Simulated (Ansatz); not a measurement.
# Transmission past a defect: Ta wire along [110], 5 atoms a period, vacancy of one Ta, part 3 of 4

What does the defect do to the conductance?

Ansatz 0.2.0; DFT PBE, plane waves, PAW; relaxation of a wire's period (the session's first sound run).

So far, conductance of the lead as this run defines it (G₀): step 3 (the wire at its relaxed period) 1.91.

## 4. Relaxation of the scattering region

This step: DFT PBE, plane waves, PAW; relaxation of a junction in a wire, ends held (Ansatz 0.2.0).

System of this step: Ta wire along [110], 5 atoms a period, vacancy of one Ta. The cell holds 34 atoms: 34 Ta. Cell: a = 10.120 Å, b = 9.148 Å, c = 30.822 Å, α = 90.0°, β = 90.0°, γ = 90.0°. Regions: held atoms, 20 atoms (20 Ta); free atoms, 14 atoms (14 Ta). Vacuum lies along a and b. The structure's axis is c.

14 atoms at the defect are free to relax, while 20 stay where the perfect wire has them, so that the ends still repeat as a lead. The cutoff is set under the files' recommended one to save time.

Contents of input.yaml:

```yaml
crystal:
  lattice:
    - [10.12, 0.0, 0.0]
    - [0.0, 9.148, 0.0]
    - [0.0, 0.0, 30.8221919271]
  atoms:
    - { symbol: Ta, position: [0.453421292, 0.445708503, 0.0] }
    - { symbol: Ta, position: [0.346757347, 0.514946609, 0.071428571] }
    - { symbol: Ta, position: [0.58942621, 0.613744177, 0.071428571] }
    - { symbol: Ta, position: [0.569812994, 0.331086164, 0.071428571] }
    - { symbol: Ta, position: [0.704613779, 0.466091834, 0.0] }
    - { symbol: Ta, position: [0.453421292, 0.445708503, 0.142857143] }
    - { symbol: Ta, position: [0.346757347, 0.514946609, 0.214285714] }
    - { symbol: Ta, position: [0.58942621, 0.613744177, 0.214285714] }
    - { symbol: Ta, position: [0.569812994, 0.331086164, 0.214285714] }
    - { symbol: Ta, position: [0.704613779, 0.466091834, 0.142857143] }
    - { symbol: Ta, position: [0.453421292, 0.445708503, 0.285714286] }
    - { symbol: Ta, position: [0.349721774, 0.520412285, 0.357142857], spin: 0.6 }
    - { symbol: Ta, position: [0.58942621, 0.613744177, 0.357142857] }
    - { symbol: Ta, position: [0.569812994, 0.331086164, 0.357142857] }
    - { symbol: Ta, position: [0.704613779, 0.466091834, 0.285714286] }
    - { symbol: Ta, position: [0.346757347, 0.514946609, 0.5] }
    - { symbol: Ta, position: [0.58942621, 0.613744177, 0.5] }
    - { symbol: Ta, position: [0.569812994, 0.331086164, 0.5] }
    - { symbol: Ta, position: [0.704613779, 0.466091834, 0.428571429] }
    - { symbol: Ta, position: [0.453421292, 0.445708503, 0.571428571] }
    - { symbol: Ta, position: [0.346757347, 0.514946609, 0.642857143] }
    - { symbol: Ta, position: [0.58942621, 0.613744177, 0.642857143] }
    - { symbol: Ta, position: [0.569812994, 0.331086164, 0.642857143] }
    - { symbol: Ta, position: [0.704613779, 0.466091834, 0.571428571] }
    - { symbol: Ta, position: [0.453421292, 0.445708503, 0.714285714] }
    - { symbol: Ta, position: [0.346757347, 0.514946609, 0.785714286] }
    - { symbol: Ta, position: [0.58942621, 0.613744177, 0.785714286] }
    - { symbol: Ta, position: [0.569812994, 0.331086164, 0.785714286] }
    - { symbol: Ta, position: [0.704613779, 0.466091834, 0.714285714] }
    - { symbol: Ta, position: [0.453421292, 0.445708503, 0.857142857] }
    - { symbol: Ta, position: [0.346757347, 0.514946609, 0.928571429] }
    - { symbol: Ta, position: [0.58942621, 0.613744177, 0.928571429] }
    - { symbol: Ta, position: [0.569812994, 0.331086164, 0.928571429] }
    - { symbol: Ta, position: [0.704613779, 0.466091834, 0.857142857] }
magnetization:
  spin_polarized: true
kpoints:
  mp_grid: { grid: [1, 1, 1] }
scf:
  occupations: { method: fermi_dirac, width: 0.1 }
hamiltonian:
  xc: pbe
relax:
  constraints:
    - { sites: [0, 1, 2, 3, 4, 5, 6, 7, 8, 9, 24, 25, 26, 27, 28, 29, 30, 31, 32, 33] }
  f_tol: 0.06
  max_steps: 35
basis:
  ecutwfc: "350 eV"
```

Started as:

```sh
> ansatz run input.yaml --threads 4 --pin off --max-ram 16384MiB --backend cpu --events-out ev --progress --plain --runs-dir out
```

Numbers of over 12 decimals in the logs are rounded to 6 here.

The log of the run:

```text
[...]
Crystal: 34 atoms, lattice volume = 2853.449 Å³
Basis set: ecut = 350 eV, 42379 PW (Γ), exchange–correlation on 128×120×384 points (8 copies of the dense FFT grid, shifted against one another)
Bands: 266, of which v1, the nominal top of the filled ones, is band 221 counted from 1 (220 counted from 0)
Symmetry: 1 space group operations
[...]
k-points: 1
[...]
Starting moments: Σ|m| = 0.6 μB on 1 of 34 sites
[...]
SCF iter   1: F=—  HF=-337669.369287 eV  |F-HF|=—  |Δ(HF+E_count)|=         —  Δρ=2.26e-2 (↑2.26e-2 ↓2.25e-2)  dr2=3.17e2  dr2_m=1.53e-2  M=0.422 μB ∫|m|=0.588 μB  β_m=0.30  ethr=3.10e-3  ⟨swp⟩=9.0  Hψ=2307  notcnv=0
[...]
spin=Collinear: LDOS preconditioning applied to the charge; magnetization (m = ρ↑ − ρ↓) channel mixes plain (no charge-response kernel on spin).
SCF iter   2: F=—  HF=-337618.377770 eV  |F-HF|=—  |Δ(HF+E_count)|=    5.10e1  Δρ=1.18e-2 (↑1.18e-2 ↓1.18e-2)  dr2=6.81e1  dr2_m=6.57e-3  M=0.398 μB ∫|m|=0.578 μB  β_m=0.39  ethr=3.10e-3  ⟨swp⟩=9.0  Hψ=1498  notcnv=0
[...]
SCF iter  12: F=-337608.910227 eV  HF=-337608.910238 eV  |F-HF|=1.13e-5  |Δ(HF+E_count)|=   9.44e-5  Δρ=1.75e-5 (↑1.67e-5 ↓1.75e-5)  dr2=2.74e-5  dr2_m=6.01e-6  M=0.032 μB ∫|m|=0.108 μB  ethr=1.61e-8  ⟨swp⟩=2.0  Hψ=1925  notcnv=0
WARN: the net moment that the starting moments add up to was not kept: the SCF closed with a net magnetisation of 3.2e-2 μB in size, at most 0.1 of the 0.6 μB that the starting moments add up to as vectors. Its absolute magnetisation is 1.1e-1 μB, where they sum to 0.6 μB in size (1 site): that figure counts also what cancels out within the cell. The system's net moment may be that small; this SCF shows only that its start led to no larger one. To try another start: change the starting moments (crystal.atoms[].spin, magnetization.per_species, magnetization.initial_magnetization, or on a non-collinear deck that types none of these the spinor_matrix: [rest of the remark cut]
SCF 1 converged in 12 iterations: F = -337608.910227 eV  dr2 = 2.74e-5
[...]
relax step   1: F+E_penalty+E_count = -337608.91022675 eV  Δ(F+E_penalty+E_count) = +0.000e0 eV  max|allowed force component| = 1.448e0 eV/Å  Δτ_max = 0.0000 Å  (12 SCF iters, dr2 threshold 9.00e-5 eV, accepted)
[...]
Starting moments: Σ|m| = 0.6 μB on 1 of 34 sites; this step starts from the density that it was given
[...]
SCF iter   7: F=-337609.812844 eV  HF=-337609.812852 eV  |F-HF|=7.30e-6  |Δ(HF+E_count)|=   3.29e-5  Δρ=1.04e-5 (↑1.01e-5 ↓1.04e-5)  dr2=1.90e-5  dr2_m=8.94e-7  M=0.011 μB ∫|m|=0.030 μB  ethr=2.26e-8  ⟨swp⟩=2.0  Hψ=1660  notcnv=0
WARN: the starting moments were not kept: the SCF closed with an absolute magnetisation of 3.0e-2 μB, where they sum to 0.6 μB in size (1 site). That is at most 0.1 of that sum. Measured as dr2_m measures the in/out step, that magnetisation stands 2.3e-5 eV from none, at or under the dr2_threshold of 1.0e-4 eV: it is no larger than a step whose dr2_m would equal this threshold. The system may hold no moment; this SCF [...]
SCF 2 converged in 7 iterations: F = -337609.812844 eV  dr2 = 1.90e-5
[...]
relax step   2: F+E_penalty+E_count = -337609.81284429 eV  Δ(F+E_penalty+E_count) = -9.026e-1 eV  max|allowed force component| = 1.319e0 eV/Å  Δτ_max = 0.1949 Å  (7 SCF iters, dr2 threshold 1.00e-4 eV, accepted)
[...]
SCF iter   7: F=-337610.459386 eV  HF=-337610.459391 eV  |F-HF|=4.76e-6  |Δ(HF+E_count)|=   1.25e-5  Δρ=6.81e-6 (↑5.77e-6 ↓6.81e-6)  dr2=1.01e-5  dr2_m=3.12e-7  M=-0.000 μB ∫|m|=0.012 μB  ethr=8.19e-9  ⟨swp⟩=4.0  Hψ=1356  notcnv=0
the starting moments were not kept: the SCF closed with an absolute magnetisation of 1.2e-2 μB, where they sum to 0.6 μB in size (1 site). That is at most 0.1 of that sum. Measured as dr2_m measures the in/out step, that magnetisation stands 2.4e-6 eV from none, at or under the dr2_threshold of 1.0e-4 eV: it is no larger than a step whose dr2_m would equal this threshold.
SCF 3 converged in 7 iterations: F = -337610.459386 eV  dr2 = 1.01e-5
[...]
relax step   3: F+E_penalty+E_count = -337610.45938640 eV  Δ(F+E_penalty+E_count) = -6.465e-1 eV  max|allowed force component| = 1.203e0 eV/Å  Δτ_max = 0.1908 Å  (7 SCF iters, dr2 threshold 1.00e-4 eV, accepted)
[... from here on, the SCF cycles and remarks between the steps are left out ...]
relax step   4: F+E_penalty+E_count = -337611.04053977 eV  Δ(F+E_penalty+E_count) = -5.812e-1 eV  max|allowed force component| = 1.048e0 eV/Å  Δτ_max = 0.1950 Å  (7 SCF iters, dr2 threshold 1.00e-4 eV, accepted)
relax step   5: F+E_penalty+E_count = -337611.56208973 eV  Δ(F+E_penalty+E_count) = -5.215e-1 eV  max|allowed force component| = 8.117e-1 eV/Å  Δτ_max = 0.1950 Å  (7 SCF iters, dr2 threshold 1.00e-4 eV, accepted)
relax step   6: F+E_penalty+E_count = -337612.19201444 eV  Δ(F+E_penalty+E_count) = -6.299e-1 eV  max|allowed force component| = 1.454e0 eV/Å  Δτ_max = 0.1949 Å  (7 SCF iters, dr2 threshold 1.00e-4 eV, accepted)
relax step   7: F+E_penalty+E_count = -337612.84270914 eV  Δ(F+E_penalty+E_count) = -6.507e-1 eV  max|allowed force component| = 1.108e0 eV/Å  Δτ_max = 0.1901 Å  (7 SCF iters, dr2 threshold 1.00e-4 eV, accepted)
relax step   8: F+E_penalty+E_count = -337613.06560242 eV  Δ(F+E_penalty+E_count) = -2.229e-1 eV  max|allowed force component| = 1.440e0 eV/Å  Δτ_max = 0.1950 Å  (6 SCF iters, dr2 threshold 1.00e-4 eV, accepted)
relax step   9: F+E_penalty+E_count = -337613.22340851 eV  Δ(F+E_penalty+E_count) = -1.578e-1 eV  max|allowed force component| = 6.275e-1 eV/Å  Δτ_max = 0.2000 Å  (7 SCF iters, dr2 threshold 1.00e-4 eV, accepted)
relax step  10: F+E_penalty+E_count = -337613.36736383 eV  Δ(F+E_penalty+E_count) = -1.440e-1 eV  max|allowed force component| = 4.489e-1 eV/Å  Δτ_max = 0.1950 Å  (7 SCF iters, dr2 threshold 7.48e-5 eV, accepted)
relax step  11: F+E_penalty+E_count = -337613.44374550 eV  Δ(F+E_penalty+E_count) = -7.638e-2 eV  max|allowed force component| = 5.271e-1 eV/Å  Δτ_max = 0.1972 Å  (7 SCF iters, dr2 threshold 3.83e-5 eV, accepted)
relax step  12: F+E_penalty+E_count = -337613.50562804 eV  Δ(F+E_penalty+E_count) = -6.188e-2 eV  max|allowed force component| = 2.723e-1 eV/Å  Δτ_max = 0.1697 Å  (7 SCF iters, dr2 threshold 1.00e-4 eV, accepted)
relax step  13: F+E_penalty+E_count = -337613.57652823 eV  Δ(F+E_penalty+E_count) = -7.090e-2 eV  max|allowed force component| = 1.975e-1 eV/Å  Δτ_max = 0.2000 Å  (7 SCF iters, dr2 threshold 1.98e-5 eV, accepted)
relax step  14: F+E_penalty+E_count = -337613.65994270 eV  Δ(F+E_penalty+E_count) = -8.341e-2 eV  max|allowed force component| = 3.966e-1 eV/Å  Δτ_max = 0.1948 Å  (8 SCF iters, dr2 threshold 1.04e-5 eV, accepted)
relax step  15: F+E_penalty+E_count = -337613.72801569 eV  Δ(F+E_penalty+E_count) = -6.807e-2 eV  max|allowed force component| = 5.599e-1 eV/Å  Δτ_max = 0.1975 Å  (7 SCF iters, dr2 threshold 8.28e-5 eV, accepted)
relax step  16: F+E_penalty+E_count = -337613.88752111 eV  Δ(F+E_penalty+E_count) = -1.595e-1 eV  max|allowed force component| = 4.956e-1 eV/Å  Δτ_max = 0.1601 Å  (7 SCF iters, dr2 threshold 1.00e-4 eV, accepted)
relax step  17: F+E_penalty+E_count = -337613.96433502 eV  Δ(F+E_penalty+E_count) = -7.681e-2 eV  max|allowed force component| = 6.224e-1 eV/Å  Δτ_max = 0.1936 Å  (7 SCF iters, dr2 threshold 1.00e-4 eV, accepted)
relax step  18: F+E_penalty+E_count = -337613.94814702 eV  Δ(F+E_penalty+E_count) = +1.619e-2 eV  max|allowed force component| = 6.316e-1 eV/Å  Δτ_max = 0.1317 Å  (7 SCF iters, dr2 threshold 1.00e-4 eV, rejected (line search))
relax step  19: F+E_penalty+E_count = -337614.01546730 eV  Δ(F+E_penalty+E_count) = -5.113e-2 eV  max|allowed force component| = 1.487e-1 eV/Å  Δτ_max = 0.0637 Å  (11 SCF iters, accepted)
relax step  20: F+E_penalty+E_count = -337614.02298042 eV  Δ(F+E_penalty+E_count) = -7.513e-3 eV  max|allowed force component| = 1.357e-1 eV/Å  Δτ_max = 0.1000 Å  (9 SCF iters, accepted)
SCF iter   1: F=—  HF=-337614.037349 eV  |F-HF|=—  |Δ(HF+E_count)|=         —  Δρ=6.30e-4 (↑6.30e-4 ↓6.27e-4)  dr2=1.28e-1  dr2_m=1.51e-4  M=0.000 μB ∫|m|=0.005 μB  β_m=0.65  ethr=1.98e-4  ⟨swp⟩=3.0  Hψ=914  notcnv=0
[...]
SCF iter   8: F=-337614.030220 eV  HF=-337614.030220 eV  |F-HF|=3.89e-8  |Δ(HF+E_count)|=   1.15e-7  Δρ=5.08e-7 (↑5.08e-7 ↓5.00e-7)  dr2=8.48e-8  dr2_m=9.60e-11  M=0.000 μB ∫|m|=0.000 μB  ethr=2.26e-11  ⟨swp⟩=2.5  Hψ=2027  notcnv=0
[...]
SCF 21 converged in 8 iterations: F = -337614.030220 eV  dr2 = 8.48e-8
relax step  21: F+E_penalty+E_count = -337614.03021980 eV  Δ(F+E_penalty+E_count) = -7.239e-3 eV  max|allowed force component| = 5.641e-2 eV/Å  Δτ_max = 0.0340 Å  (8 SCF iters, accepted)
SCF converged after 8 iterations
Magnetization: 0.0000 μB (221.0000 up, 221.0000 down)
Absolute magnetization: 0.0002 μB (∫|ρ↑−ρ↓|, with the PAW one-centre terms)
[...]
Per-site moments (μB) at R_I (Å): [(-2.3617319357979248e-7, 1.044639), (1.220091304355398e-6, 1.044639), (-9.151291480643555e-7, 1.069762), (-7.050712532356459e-7, 1.069762), (2.641956290951336e-7, 1.051420), (-8.764075617472125e-7, 1.044639), (2.053759205662791e-6, 1.044639), (-1.0204203454226606e-6, 1.069762), (1.8670457142090074e-6, 1.069762), (-7.193080815870299e-7, 1.051420), (1.4616793373515774e-6, 1.063549), ( [...]
Free energy (F): -337614.030220 eV
[...]
Internal energy: -337612.663541 eV  (E = F + TS)
E sigma→0 (E₀):  -337613.346880 eV
Entropy (-TS):   -1.366679 eV (-40.196 meV/atom)
Fermi energy:    1.554309 eV
[...]
--- Forces (eV/Å), atoms counted from 1 ---
  atom   1  Ta     0.09599784    -0.00382639     0.02941159
  atom   2  Ta    -0.14550284     0.03773781    -0.01118859
  atom   3  Ta     0.01668879    -0.06557251    -0.01466157
  atom   4  Ta     0.07157980     0.02046540    -0.03442983
  atom   5  Ta     0.03375406    -0.00146915    -0.00832021
  atom   6  Ta     0.03164556     0.07575001     0.16275145
  atom   7  Ta     0.47487606    -0.22558395     1.13918169
  atom   8  Ta     0.15629339    -0.48796945     0.11742127
  atom   9  Ta    -0.52419179     0.63714476     0.62842301
  atom  10  Ta    -0.07733845    -0.01529655    -0.08931597
  atom  11  Ta    -0.03663933    -0.03315596    -0.00364807
  atom  12  Ta     0.00744818    -0.01709213    -0.03130702
  atom  13  Ta    -0.00428628     0.04834206     0.02204916
  atom  14  Ta    -0.01058216     0.02561891     0.01257457
  atom  15  Ta     0.02348950    -0.01227972    -0.01503702
  atom  16  Ta    -0.00022936    -0.03859994    -0.01420121
  atom  17  Ta    -0.01437354     0.05641453    -0.00782473
  atom  18  Ta     0.02651328    -0.00674724     0.00375471
  atom  19  Ta     0.02876231     0.01403717     0.00371728
  atom  20  Ta     0.00093959    -0.03397322     0.03236326
  atom  21  Ta     0.01068486    -0.00117204    -0.00176275
  atom  22  Ta     0.00752713     0.02981768    -0.00400449
  atom  23  Ta    -0.00359117     0.00708046     0.00921710
  atom  24  Ta    -0.02567374    -0.00720541    -0.01198440
  atom  25  Ta     0.75354363    -0.01069563    -1.68185539
  atom  26  Ta    -0.07791470     0.05250149     0.04848210
  atom  27  Ta    -0.02374483    -0.19608464    -0.16006198
  atom  28  Ta     0.07560920    -0.01321276    -0.09845365
  atom  29  Ta    -0.73938776     0.16030063    -0.04052060
  atom  30  Ta    -0.05131122     0.05511162     0.10279987
  atom  31  Ta    -0.12732151     0.02463989    -0.02160892
  atom  32  Ta    -0.02498638    -0.07251951    -0.01509067
  atom  33  Ta    -0.00489113     0.00205029    -0.03578280
  atom  34  Ta     0.07653079    -0.00450247    -0.01101909
  max |Σ_I F_I| component: 8.22e-5 eV/Å
--- Relaxed structure (21 steps of the walk, 20 accepted, 0 SCFs on fresh bases) ---
  F+E_penalty+E_count = -337614.03021980 eV   max|allowed force component| = 5.641e-2 eV/Å
  atoms:
    - { symbol: Ta, position: [0.453421, 0.445709, 0.0] }
    - { symbol: Ta, position: [0.346757, 0.514947, 0.071428571] }
    - { symbol: Ta, position: [0.589426, 0.613744, 0.071428571] }
    - { symbol: Ta, position: [0.569812994, 0.331086, 0.071428571] }
    - { symbol: Ta, position: [0.704614, 0.466092, 0.0] }
    - { symbol: Ta, position: [0.453421, 0.445709, 0.142857143] }
    - { symbol: Ta, position: [0.346757, 0.514947, 0.214286] }
    - { symbol: Ta, position: [0.589426, 0.613744, 0.214286] }
    - { symbol: Ta, position: [0.569812994, 0.331086, 0.214286] }
    - { symbol: Ta, position: [0.704614, 0.466092, 0.142857143] }
    - { symbol: Ta, position: [0.457549, 0.473480, 0.293753] }
    - { symbol: Ta, position: [0.465713, 0.631188, 0.391137] }
    - { symbol: Ta, position: [0.631973, 0.665884, 0.326096] }
    - { symbol: Ta, position: [0.597494, 0.396111, 0.372311] }
    - { symbol: Ta, position: [0.709338, 0.451308, 0.282815] }
    - { symbol: Ta, position: [0.434801, 0.419886, 0.448478] }
    - { symbol: Ta, position: [0.525875, 0.622003, 0.500987] }
    - { symbol: Ta, position: [0.648386, 0.341062, 0.482191] }
    - { symbol: Ta, position: [0.686814, 0.577015, 0.433723] }
    - { symbol: Ta, position: [0.481159, 0.396782, 0.554278] }
    - { symbol: Ta, position: [0.360082, 0.446233, 0.631205] }
    - { symbol: Ta, position: [0.577535, 0.593070, 0.632224] }
    - { symbol: Ta, position: [0.594379, 0.324434, 0.638730] }
    - { symbol: Ta, position: [0.708783, 0.501715, 0.553210] }
    - { symbol: Ta, position: [0.453421, 0.445709, 0.714285714] }
    - { symbol: Ta, position: [0.346757, 0.514947, 0.785714] }
    - { symbol: Ta, position: [0.589426, 0.613744, 0.785714] }
    - { symbol: Ta, position: [0.569812994, 0.331086, 0.785714] }
    - { symbol: Ta, position: [0.704614, 0.466092, 0.714285714] }
    - { symbol: Ta, position: [0.453421, 0.445709, 0.857142857] }
    - { symbol: Ta, position: [0.346757, 0.514947, 0.928571429] }
    - { symbol: Ta, position: [0.589426, 0.613744, 0.928571429] }
    - { symbol: Ta, position: [0.569812994, 0.331086, 0.928571429] }
    - { symbol: Ta, position: [0.704614, 0.466092, 0.857142857] }
```

It took 9.4 min on 4 threads of Arm Neoverse V1, shared host; peak memory 3.2 GiB; 37 min of CPU time.

Relaxation path:

| step | energy less that of the first step (eV) | largest force component (eV/Å) |
| --- | --- | --- |
| 1 | 0.0000 | 1.4479 |
| 2 | -0.9026 | 1.3190 |
| 3 | -1.5492 | 1.2034 |
| 4 | -2.1303 | 1.0482 |
| 5 | -2.6519 | 0.8117 |
| 6 | -3.2818 | 1.4540 |
| 7 | -3.9325 | 1.1081 |
| 8 | -4.1554 | 1.4400 |
| 9 | -4.3132 | 0.6275 |
| 10 | -4.4571 | 0.4489 |
| 11 | -4.5335 | 0.5271 |
| 12 | -4.5954 | 0.2723 |
| 13 | -4.6663 | 0.1975 |
| 14 | -4.7497 | 0.3966 |
| 15 | -4.8178 | 0.5599 |
| 16 | -4.9773 | 0.4956 |
| 17 | -5.0541 | 0.6224 |
| 18 | -5.0379 | 0.6316 |
| 19 | -5.1052 | 0.1487 |
| 20 | -5.1128 | 0.1357 |
| 21 | -5.1200 | 0.0564 |

Relaxation step 18 was tried and not accepted.

The atoms that moved most (Å):

| atom | dx | dy | dz | length |
| --- | --- | --- | --- | --- |
| Ta16 | 0.891 | -0.870 | -1.588 | 2.018 |
| Ta12 | 1.174 | 1.013 | 1.048 | 1.872 |
| Ta13 | 0.431 | 0.477 | -0.957 | 1.153 |
| Ta19 | -0.180 | 1.015 | 0.159 | 1.043 |
| Ta18 | 0.795 | 0.091 | -0.549 | 0.971 |
| Ta14 | 0.280 | 0.595 | 0.468 | 0.807 |
| Ta20 | 0.281 | -0.448 | -0.529 | 0.747 |
| Ta21 | 0.135 | -0.629 | -0.359 | 0.736 |

Numbers from this step:

| Quantity | Value |
| --- | --- |
| energy at zero smearing | -337613.3469 eV |

The largest force component on a free atom ends at 0.056 eV/Å, under the limit of 0.06.  10 atoms of the wire itself, hydrogen apart, moved by over 0.45 Å, up to 2.02 Å.

(Continued in part 4 of 4.)

[Logs are printed without paths, hosts, clocks, repeated set-up lines and the standing remarks that a program may print on its own settings, such as how far it seeks lower states.]

[Hosts, paths, dates, database ids (printed as entryN), source tags and the programs' standing remarks are cut or masked in the printed files.]
